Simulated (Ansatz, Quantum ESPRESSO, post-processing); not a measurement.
# Y2COF MXene, 1 layer: response to a perpendicular field, part 5 of 7

Aim: how Y2COF MXene, 1 layer screens a field along its normal, and what the field does to its bands.

Quantum ESPRESSO 7.5; plane-wave DFT, PBE, GBRV ultrasoft pseudopotentials; geometry and cross-check by Ansatz 0.2.0 with PAW datasets.

So far. Step 11 (Ground state: field 0.4 V/Å): The dipole goes from -0.0889 to 0.0459 e Å, 0.3371 e Å per V/Å. Step 12 (Potential by pp.x): The slope in the vacuum is 0.400 eV/Å for an applied 0.40 V/Å, as it should be.

### 13. Band structure: field 0.4 V/Å

Contents of f3.bands.in:

```
&control
  prefix = 'f3.bands'
  outdir = './out'
  pseudo_dir = './pseudo'
  calculation = 'bands'
  tefield = .true.
  dipfield = .true.
/
&system
  ibrav = 0
  nat = 5
  ntyp = 4
  ecutwfc = 40
  ecutrho = 200
  occupations = 'smearing'
  smearing = 'fd'
  degauss = 0.004
  edir = 3
  emaxpos = 0.97
  eopreg = 0.04
  eamp = 0.00777876
  nbnd = 25
/
&electrons
  conv_thr = 1e-07
  mixing_beta = 0.4
  electron_maxstep = 120
  mixing_mode = 'local-TF'
/
ATOMIC_SPECIES
  F   18.9984  f_pbe_v1.4.uspp.F.UPF
  Y   88.9058  y_pbe_v1.4.uspp.F.UPF
  C   12.0110  c_pbe_v1.2.uspp.F.UPF
  O   15.9990  o_pbe_v1.2.uspp.F.UPF
CELL_PARAMETERS angstrom
  3.54630680050312 0.00000000000000 0.00000000000000
  -1.77315340025156 3.07119177884921 -0.00000000000000
  0.00000000000000 0.00000000000000 22.08373083160000
ATOMIC_POSITIONS crystal
  F   0.333333333333 0.666666666667 0.378674551785
  Y   0.666666666667 0.333333333333 0.432768353352
  C   -0.000000000000 -0.000000000000 0.492862234641
  Y   0.333333333333 0.666666666667 0.575268443728
  O   0.666666666667 0.333333333333 0.608274792994
K_POINTS crystal_b
4
  0.0000000000 0.0000000000 0.0000000000 14
  0.5000000000 0.0000000000 0.0000000000 14
  0.3333333333 0.3333333333 0.0000000000 14
  0.0000000000 0.0000000000 0.0000000000 1
```

On the command line:

```bash
$ cp -r out/f3.save out/f3.bands.save
$ cp out/f3.xml out/f3.bands.xml
$ OMP_NUM_THREADS=1 mpirun -n 4 pw.x -nk 4 -in f3.bands.in > f3.bands.out
```

Numbers of over 12 decimals in the logs are rounded to 6 here.

Output:

```text
[banner, memory and clock lines left out]
Program PWSCF v.7.5 starts
[citation notice left out]

[...]
bravais-lattice index     =            0
     lattice parameter (alat)  =       6.7015  a.u.
     unit-cell volume          =    1623.1262 (a.u.)^3
     number of atoms/cell      =            5
     number of atomic types    =            4
     number of electrons       =        39.00
     number of Kohn-Sham states=           25
     kinetic-energy cutoff     =      40.0000  Ry
     charge density cutoff     =     200.0000  Ry
     Exchange-correlation= SLA  PW   PBE  PBE
                           (   1   4   3   4   0   0   0)

[...]
PseudoPot. # 1 for F  read from file:
     ./pseudo/f_pbe_v1.4.uspp.F.UPF
     Pseudo is Ultrasoft, Zval =  7.0
     Generated by new atomic code, or converted to UPF format
     Using radial grid of  799 points,  4 beta functions with:
                l(1) =   0
                l(2) =   0
                l(3) =   1
                l(4) =   1
     Q(r) pseudized with  8 coefficients,  rinner =    0.950   0.950   0.950

     PseudoPot. # 2 for Y  read from file:
     ./pseudo/y_pbe_v1.4.uspp.F.UPF
     Pseudo is Ultrasoft + core correction, Zval = 11.0
     Generated by new atomic code, or converted to UPF format
     Using radial grid of  885 points,  6 beta functions with:
                l(1) =   0
                l(2) =   0
                l(3) =   1
                l(4) =   1
                l(5) =   2
                l(6) =   2
     Q(r) pseudized with  8 coefficients,  rinner =    1.200   1.200   1.200
                                                       1.200   1.200

     PseudoPot. # 3 for C  read from file:
     ./pseudo/c_pbe_v1.2.uspp.F.UPF
     Pseudo is Ultrasoft + core correction, Zval =  4.0
     Generated by new atomic code, or converted to UPF format
     Using radial grid of  721 points,  4 beta functions with:
                l(1) =   0
                l(2) =   0
                l(3) =   1
                l(4) =   1
     Q(r) pseudized with  8 coefficients,  rinner =    1.100   1.100   1.100

     PseudoPot. # 4 for O  read from file:
     ./pseudo/o_pbe_v1.2.uspp.F.UPF
     Pseudo is Ultrasoft + core correction, Zval =  6.0
     Generated by new atomic code, or converted to UPF format
     Using radial grid of  737 points,  5 beta functions with:
                l(1) =   0
                l(2) =   0
                l(3) =   1
                l(4) =   1
                l(5) =   2
     Q(r) pseudized with  8 coefficients,  rinner =    0.900   0.900   0.900
                                                       0.900   0.900

     atomic species   valence    mass     pseudopotential
     F                 7.00    18.99840     F ( 1.00)
     Y                11.00    88.90580     Y ( 1.00)
     C                 4.00    12.01100     C ( 1.00)
     O                 6.00    15.99900     O ( 1.00)

     No symmetry found

[...]
number of k points=    43  Fermi-Dirac smearing, width (Ry)=  0.0040
[...]
Dense  grid:    77323 G-vectors     FFT dimensions: (  32,  32, 192)

     Smooth grid:    55627 G-vectors     FFT dimensions: (  27,  27, 180)

     The potential is recalculated from file :
     ./out/f3.bands.save/charge-density

     negative rho (up, down):  4.659E-04 0.000E+00

     Adding external electric field

     Computed dipole along edir(3) :
        Dipole                0.0867 Ry au,          0.2204 Debye
        Dipole field          0.0007 Ry au,

        E field amplitude [Ha a.u.]:  7.7788E-03
        Potential amp.        0.5695 Ry
        Total length         40.0629 bohr

     Starting wfcs are   38 randomized atomic wfcs

     Band Structure Calculation
     Davidson diagonalization with overlap
     c_bands:  1 eigenvalues not converged

     ethr =  2.56E-10,  avg # of iterations = 58.0

     End of band structure calculation

          k = 0.0000 0.0000 0.0000 (  6961 PWs)   bands (ev):

   -42.1758 -40.7307 -24.9871 -21.9945 -21.9518 -21.9518 -21.0361 -20.5398
   -20.5398 -16.3710  -8.9893  -6.4050  -6.4050  -6.3455  -3.0565  -3.0565
    -2.8158  -1.3042  -0.1550  -0.1550   1.6498   2.2286   3.4229   3.4229
     3.5338

          k = 0.0357 0.0206 0.0000 (  6953 PWs)   bands (ev):

   -42.1751 -40.7298 -24.9882 -22.0300 -21.9535 -21.9206 -21.0367 -20.5544
   -20.5418 -16.3571  -8.9842  -6.4212  -6.4035  -6.3275  -3.0745  -3.0451
    -2.7933  -1.2907  -0.1975  -0.1619   1.6712   2.2495   3.3875   3.4407
     3.5473

[...]
```

Elapsed: 33 s, on 4 MPI ranks of Arm Neoverse V2, shared host; peak memory 0.38 GiB.

Band numbers count within the set of bands kept for display. Electronic bands along the path, in eV, zero at the Fermi level; # counts the bands kept:

```
  point     #6     #7     #8     #9    #10   #11   #12   #13
      Γ  -2.55  -2.31  -0.80   0.35   0.35  2.16  2.74  3.93
halfway  -2.10  -1.90  -0.98  -0.26   0.14  2.88  3.22  3.80
      M  -1.69  -1.55  -1.21  -0.53   0.03  2.63  4.80  5.32
halfway  -1.77  -1.55  -1.35  -0.53  -0.16  3.04  4.47  5.13
      K  -1.89  -1.88  -1.33  -0.56  -0.31  3.55  4.26  4.64
halfway  -2.18  -1.78  -1.04  -0.25  -0.07  3.29  3.54  3.66
      Γ  -2.55  -2.31  -0.80   0.35   0.35  2.16  2.74  3.93
```

Upper empty bands that drop with the field can be states of the vacuum, held by the sawtooth; they depend on the cell's width.

### 14. Density by pp.x

The density shows how far the electrons spill into the vacuum.

Contents of f0.rho.in:

```
&inputpp
  prefix = 'f0'
  outdir = './out'
  filplot = 'f0.rho.dat'
  plot_num = 0
/
```

On the command line:

```bash
$ OMP_NUM_THREADS=1 mpirun -n 4 pp.x -in f0.rho.in > f0.rho.out
```

Output:

```text
[banner, memory and clock lines left out]
Program POST-PROC v.7.5 starts

          URL

     ./out/f0.save/

     IMPORTANT: XC functional enforced from input :
     Exchange-correlation= PBE
                           (   1   4   3   4   0   0   0)
     Any further DFT definition will be discarded
     Please, verify this is what you really want

     negative rho (up, down):  4.738E-04 0.000E+00

     Adding external electric field

     Computed dipole along edir(3) :
        Dipole               -0.1681 Ry au,         -0.4272 Debye
        Dipole field         -0.0013 Ry au,

        Potential amp.        0.1043 Ry
        Total length         40.0629 bohr

     Calling punch_plot, plot_num =   0
     Writing data to file  f0.rho.dat
     Message from routine chdens:
     namelist plot not found or invalid, exiting
```

Elapsed: 1 s, on 4 MPI ranks; peak memory 0.11 GiB; 3.7 s of CPU time.

Numbers from this step:

* electrons by integration: 39.00 e

Mean over planes. The valence density, planar mean by z:

```
z (Å)  valence density, planar mean (e/Å³)
  5.5                               4.7e-5
  6.0                               2.4e-4
  6.5                              0.00135
  7.0                              0.00811
  7.5                               0.0577
  8.0                                0.437
  8.5                                0.810
  9.0                                0.564
  9.5                                0.663
 10.0                                0.623
 10.5                                0.384
 11.0                                0.354
 11.5                                0.238
 12.0                                0.321
 12.5                                0.681
 13.0                                0.923
 13.5                                0.809
 14.0                                0.235
 14.5                               0.0407
 15.0                              0.00798
 15.5                              0.00167
 16.0                               3.6e-4
 16.5                               8.0e-5
```

Valence density in the ca plane at fractional y = 0.333, with atoms of Y and O within 0.2 Å of it. It is the smooth field of the valence electrons, not physical close to the nuclei.

Values in e/Å³, 5 rows by 16 columns, each cell a mean:
```
0.0 0.0 0.0 0.2 1.7 0.6 0.1 0.3 1.3 0.2 0.0 0.0 0.0 0.0 0.0 0.0
0.0 0.0 0.0 0.5 2.1 1.4 0.1 0.5 5.0 0.6 0.0 0.0 0.0 0.0 0.0 0.0
0.0 0.0 0.0 0.2 1.8 0.6 0.1 0.3 1.4 0.2 0.0 0.0 0.0 0.0 0.0 0.0
0.0 0.0 0.0 0.2 0.2 0.2 0.2 0.3 0.2 0.0 0.0 0.0 0.0 0.0 0.0 0.0
0.0 0.0 0.0 0.2 0.2 0.2 0.2 0.3 0.2 0.0 0.0 0.0 0.0 0.0 0.0 0.0
```
Columns run along c (16.0 Å, from fractional 0.23 to 0.95 of the cell), rows up along a (3.5 Å). Atoms in or near the plane, at fractional coordinates: Y at (0.43, 0.67), O at (0.61, 0.67).

The density integrates to 39.000 electrons, as the 39 of the input ask.

### 15. Density by pp.x

Contents of f2.rho.in:

```
&inputpp
  prefix = 'f2'
  outdir = './out'
  filplot = 'f2.rho.dat'
  plot_num = 0
/
```

On the command line:

```bash
$ OMP_NUM_THREADS=1 mpirun -n 4 pp.x -in f2.rho.in > f2.rho.out
```

Elapsed: 1 s, on 4 MPI ranks; peak memory 0.11 GiB.

### 16. Charge moved by a field of 0.2 V/Å

Numbers from this step:

| Property | Result |
| --- | --- |
| largest charge moved across a plane | 0.001067 e/Å² |
| dipole step | -1.117 eV |

The planar mean oscillates, so the rows of the table below give means over windows of 0.5 Å about each position, cut where the curve ends. Its maxima inside the range that stand out by 2 % of the span (Å: e/Å³): 7.71: 5.5e-4, 8.51: 4.4e-4, 9.55: 2.9e-4, 10.93: 1.1e-4, 12.54: 1.8e-4, 13.57: -2.8e-4. Its minima: 8.17: 1.8e-4, 8.97: 1.7e-4, 10.47: -4.1e-5, 11.62: -2.8e-4, 13.34: -3.6e-4, 14.15: -6.8e-4.

Table of planar mean by z; means over each step:

z (Å), planar mean (e/Å³) and a bar from the least value:
```
      2.5    0.00000 #################
      3.0    0.00000 #################
      3.5    0.00000 #################
      4.0    0.00000 #################
      4.5    0.00000 #################
      5.0    0.00000 #################
      5.5    0.00001 #################
      6.0    0.00003 ##################
      6.5    0.00008 ###################
      7.0    0.00022 #######################
      7.5    0.00046 ##############################
      8.0    0.00036 ###########################
      8.5    0.00035 ###########################
      9.0    0.00019 ######################
      9.5    0.00026 ########################
     10.0    0.00011 ####################
     10.5   -0.00001 #################
     11.0    0.00004 ##################
     11.5   -0.00022 ##########
     12.0   -0.00008 ###############
     12.5    0.00015 #####################
     13.0   -0.00010 ##############
     13.5   -0.00033 #######
     14.0   -0.00059 
     14.5   -0.00053 ##
     15.0   -0.00026 #########
     15.5   -0.00010 ##############
     16.0   -0.00004 ################
     16.5   -0.00001 ################
     17.0    0.00000 #################
     17.5    0.00000 #################
     18.0    0.00000 #################
     18.5    0.00000 #################
     19.0    0.00000 #################
```

The running integral, electrons below z by z:

```
z (Å)  running integral, electrons below z (e/Å²)
    3                                      4.1e-8
    4                                      2.5e-7
    5                                      1.7e-6
    6                                      1.4e-5
    7                                      1.2e-4
    8                                      5.4e-4
    9                                      8.2e-4
   10                                     0.00103
   11                                     0.00106
   12                                      9.0e-4
   13                                      9.9e-4
   14                                      6.0e-4
   15                                      1.1e-4
   16                                      1.3e-5
   17                                      1.1e-6
   18                                      8.6e-8
```

### 17. Polarisability from the dipole between 0 and 0.1 V/A

Read from the output:

* change of slope in the vacuum: 0.10000 eV/Å
* polarisability a cell: 4.824 Å³
* sheet polarisability 4πα/A: 5.566 Å

Table of change of the potential energy, second field less first by z:

z (Å), change of the potential energy, second field less first (eV) and a bar from the least value:
```
        0     -0.419 #######
        1     -0.732 
        2     -0.632 ##
        3     -0.532 ####
        4     -0.432 ######
        5     -0.332 ########
        6     -0.233 ##########
        7     -0.137 ############
        8     -0.063 ##############
        9     -0.023 ###############
       10     -0.006 ###############
       11      0.000 ###############
       12      0.010 ###############
       13      0.024 ################
       14      0.048 ################
       15      0.117 ##################
       16      0.212 ####################
       17      0.311 ######################
       18      0.411 ########################
       19      0.511 ##########################
       20      0.611 ############################
       21      0.711 ##############################
```

### 18. Dipole against field

The dipole along the normal, dipole moment by applied field:

```
applied field (V/Å)  dipole along the normal, dipole moment (e·Å)
              0.000                                       -0.0889
              0.100                                       -0.0554
              0.200                                       -0.0217
              0.400                                        0.0459
```

### 19. Cross-check with Ansatz: field 0.1 V/Å

A second code with its own PAW datasets, on the same atoms.

Level of this step: plane-wave DFT, PBE, Ansatz PAW (Ansatz 0.2.0).

Contents of input.yaml:

```yaml
crystal:
  lattice:
    - [3.5463068005, 0.0, 0.0]
    - [-1.7731534003, 3.0711917788, 0.0]
    - [0.0, 0.0, 22.0837308316]
  atoms:
    - { symbol: F, position: [0.3333333333, 0.6666666667, 0.3786745518] }
    - { symbol: "Y", position: [0.6666666667, 0.3333333333, 0.4327683534] }
    - { symbol: C, position: [0.0, 0.0, 0.4928622346] }
    - { symbol: "Y", position: [0.3333333333, 0.6666666667, 0.5752684437] }
    - { symbol: O, position: [0.6666666667, 0.3333333333, 0.608274793] }
kpoints:
  mp_grid: { grid: [12, 12, 1] }
hamiltonian:
  xc: pbe
scf:
  occupations: { method: fermi_dirac, width: 0.054 }
  convergence: { dr2_threshold: 1.0e-09 }
efield:
  axis: 3
  dipole_correction: true
  ramp_position: 0.97
  ramp_width: 0.04
  amplitude: 0.1
output:
  write_potential: true
  write_density: true
  volumetric_format: npy
```

On the command line:

```bash
$ ansatz run input.yaml --threads 4 --pin off --max-ram 8192MiB --backend cpu --events-out ev --progress --plain --runs-dir out
```

Output:

```text
[...]
Crystal: 5 atoms, lattice volume = 240.522 Å³
Basis set: ecut = 420 eV, 4651 PW (Γ)
Bands: 25, of which v1, the nominal top of the filled ones, is band 20 counted from 1 (19 counted from 0)
Symmetry: 6 space group operations
[...]
k-points: 19 of 144 (time reversal used)
[...]
SCF iter   1: F=—  HF=-9334.070032 eV  |F-HF|=—  |Δ(HF+E_count)|=         —  Δρ=7.41e-2  dr2=1.87e1  ethr=3.10e-3  p=0.043 e·Å  D=3.23e-2 V/Å  ΔV_dip=-0.71 eV  dr2_dipole=3.66e-1  V_vac-E_F(+/−)=11.00/9.70 eV  ⟨swp⟩=7.1  Hψ=2521  notcnv=0
[...]
SCF iter  13: F=-9329.063980 eV  HF=-9329.063980 eV  |F-HF|=1.69e-10  |Δ(HF+E_count)|=   3.92e-9  Δρ=2.84e-7  dr2=4.18e-10  ethr=2.56e-12  p=-0.056 e·Å  D=-4.24e-2 V/Å  ΔV_dip=0.94 eV  dr2_dipole=3.67e-11  V_vac-E_F(+/−)=6.66/3.71 eV  ⟨swp⟩=16.1  Hψ=2514  notcnv=0
SCF 1 converged in 13 iterations: F = -9329.063980 eV  dr2 = 4.18e-10
[...]
SCF converged after 13 iterations
Free energy (F): -9329.063980 eV
[...]
Internal energy: -9329.022648 eV  (E = F + TS)
E sigma→0 (E₀):  -9329.043314 eV
Entropy (-TS):   -0.041332 eV (-8.266 meV/atom)
Fermi energy:    -0.605477 eV
Dipole field:    D = -0.042414 V/Å  (p = -0.056377 e·Å, saw-weighted, corrected)
Work function:   not extracted (applied field tilts the vacuum); planar V_es + V_field profile in the machine report
[...]
--- Band table (eV; the first three rows and the last of 19) ---
  k-point 0: bands = [... 16 lower, -2.9926, -1.4174, -0.2434, -0.2434, 2.3097, 3.3526, 3.3526, 3.4696, ... 1 higher]
  k-point 1: bands = [... 16 lower, -2.9057, -1.3530, -0.4483, -0.2801, 2.3998, 3.2392, 3.4483, 3.5182, ... 1 higher]
  k-point 2: bands = [... 16 lower, -2.7545, -1.3249, -0.7856, -0.3690, 2.4845, 3.1537, 3.5824, 3.7269, ... 1 higher]
  k-point 18: bands = [... 16 lower, -2.5573, -1.9625, -1.1631, -0.9438, 2.9815, 3.7271, 4.0658, 4.4267, ... 1 higher]
```

Elapsed: 4.6 s, on 4 threads; peak memory 0.52 GiB.

Read from the output:

| Property | Result |
| --- | --- |
| free energy | -9329.0640 eV |
| energy at zero smearing | -9329.0433 eV |
| smearing term TS | 0.04133 eV |
| Fermi energy | -0.6055 eV |
| dipole along the normal | -0.05638 e·Å |

At 0.1 V/Å Ansatz's dipole is -0.0564 e Å against -0.0554 from pw.x.

### 20. The same in Ansatz: field -0.1 V/Å

input.yaml is the input of step 19 with these lines changed:

```diff
@@ -23,3 +23,3 @@
   ramp_width: 0.04
-  amplitude: 0.1
+  amplitude: -0.1
 output:
```

Output:

```text
[...]
Crystal: 5 atoms, lattice volume = 240.522 Å³
Basis set: ecut = 420 eV, 4651 PW (Γ)
Bands: 25, of which v1, the nominal top of the filled ones, is band 20 counted from 1 (19 counted from 0)
Symmetry: 6 space group operations
[...]
k-points: 19 of 144 (time reversal used)
[...]
k-point 0: bands = [... 16 lower, -3.0906, -1.4675, -0.2773, -0.2773, 2.5130, 3.3344, 3.3344, 3.4537, ... 1 higher]
  k-point 1: bands = [... 16 lower, -3.0089, -1.4026, -0.4813, -0.3146, 2.5785, 3.2579, 3.4301, 3.5226, ... 1 higher]
  k-point 2: bands = [... 16 lower, -2.8608, -1.3713, -0.8224, -0.4049, 2.5574, 3.2693, 3.5832, 3.7085, ... 1 higher]
  k-point 18: bands = [... 16 lower, -2.6497, -2.0182, -1.2038, -1.0058, 2.9648, 3.7343, 4.0445, 4.3548, ... 1 higher]
[key lines of the parts left out:]
SCF converged after 13 iterations
Free energy (F): -9329.081980 eV
Fermi energy:    -0.645406 eV
Dipole field:    D = -0.092967 V/Å  (p = -0.123573 e·Å, saw-weighted, corrected)
```

The job ended after 4.6 s (4 threads; peak memory 0.52 GiB; 18 s of CPU time).

Read from the output:

- free energy: -9329.0820 eV
- energy at zero smearing: -9329.0617 eV
- smearing term TS: 0.04056 eV
- Fermi energy: -0.6454 eV
- dipole along the normal: -0.1236 e·Å

### 21. Dipole against field, Ansatz

Dipole along the normal, dipole moment against applied field:

```
applied field (V/Å)  dipole along the normal, dipole moment (e·Å)
            -0.1000                                        -0.124
             0.0000                                       -0.0903
             0.1000                                       -0.0564
```

(Part 5 of 7 ends here.)

[Logs are printed without paths, hosts, clocks, repeated set-up lines and the standing remarks that a program may print on its own settings, such as how far it seeks lower states.]

[Hosts, paths, dates, database ids (printed as entryN), source tags and the programs' standing remarks are cut or masked in the printed files.]

[Maps of the electrostatic potential energy from Ansatz leave out the sawtooth potential of an applied field or a dipole correction, so their vacuum need not be flat; planar profiles and work functions include it.]
